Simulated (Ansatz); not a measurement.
# Cl at a quarter monolayer on different metals

How does the change of the work function by Cl depend on the metal face under it?

How it was computed: Ansatz 0.2.0, plane waves with PAW datasets (its set soft_2), PBE; unreconstructed slabs of 4 or 5 layers at the tabulated experimental lattice constant with the lower two held, one adsorbate in a 2×2 cell relaxed from the site named, 6×6 k-points (12×12 for the clean 1×1 cell), 18 Å of vacuum, dipole correction. The dipole per adsorbate is the change of the cell's dipole; electronegativities are Pauling's.

The runs side by side:

```
     system  starting site  electronegativity, adsorbate less metal  clean (eV)  covered (eV)  change (eV)  dipole per adsorbate (D)
 Cl/Ir(111)            fcc                                    +0.96        5.49          4.98        −0.51                     +0.36
 Cl/Pt(100)         hollow                                    +0.88        5.66          5.22        −0.43                     +0.36
  Cl/W(110)         hollow                                    +0.80        4.84          4.46        −0.39                     +0.29
 Cl/Pt(111)            fcc                                    +0.88        5.70          5.40        −0.31                     +0.24
Cl/Ru(0001)            fcc                                    +0.96        5.05          4.81        −0.23                     +0.11
Cl/Hf(0001)            fcc                                    +1.86        4.33          4.11        −0.22                     +0.21
Cl/Ti(0001)            fcc                                    +1.62        4.37          4.15        −0.22                     +0.17
 Cl/Nb(110)         hollow                                    +1.56        4.49          4.28        −0.21                     +0.17
 Cl/Ni(100)         hollow                                    +1.25        4.88          4.70        −0.18                     +0.13
 Cl/Rh(111)            fcc                                    +0.88        5.17          5.02        −0.15                     +0.09
 Cl/Mo(110)         hollow                                    +1.00        4.60          4.45        −0.15                     +0.08
Cl/Zr(0001)            fcc                                    +1.83        4.17          4.05        −0.12                     +0.11
 Cl/Ni(111)            fcc                                    +1.25        5.07          4.97        −0.10                     +0.05
  Cl/W(100)         hollow                                    +0.80        4.14          4.18        +0.04                     −0.06
 Cl/Pd(111)            fcc                                    +0.96        5.27          5.46        +0.19                     −0.15
Cl/Mg(0001)            fcc                                    +1.85        3.79          4.10        +0.31                     −0.34
 Cl/Cu(100)         hollow                                    +1.26        4.57          4.93        +0.36                     −0.28
 Cl/Mo(100)         hollow                                    +1.00        3.83          4.20        +0.37                     −0.37
```

**Reading.** The change runs from −0.51 eV (Cl/Ir(111)) to +0.37 eV (Cl/Mo(100)); falls of over 0.15 eV: 9, rises: 4, in between: 5. The covered faces span 4.05 to 5.46 eV and the clean ones 3.79 to 5.70 eV; covered follows clean with a slope of 0.73, where 0 would mean that the adsorbate alone sets the work function and 1 a step that doesn't depend on the clean value; the points scatter about that line by 0.20 eV. A positive dipole has its positive end outwards. Worked for Cl/Ir(111): +0.36 D is +0.075 e·Å, one in 25.5 Å², and the Helmholtz step −180.95 V·Å × p/A is −0.54 eV against a change of −0.51 eV; what is left is a shift on the thin slab's other side.

What the numbers leave out: A quarter monolayer means unlike densities on unlike faces. One starting site was run; real layers may sit elsewhere, sink into the surface or rebuild it. Changes under about 0.15 eV are within the error of slabs this thin. Only Ni was run with spin. The table is a selection: not every member that was run is listed.

[Logs are printed without paths, hosts, clocks, repeated set-up lines and the standing remarks that a program may print on its own settings, such as how far it seeks lower states.]
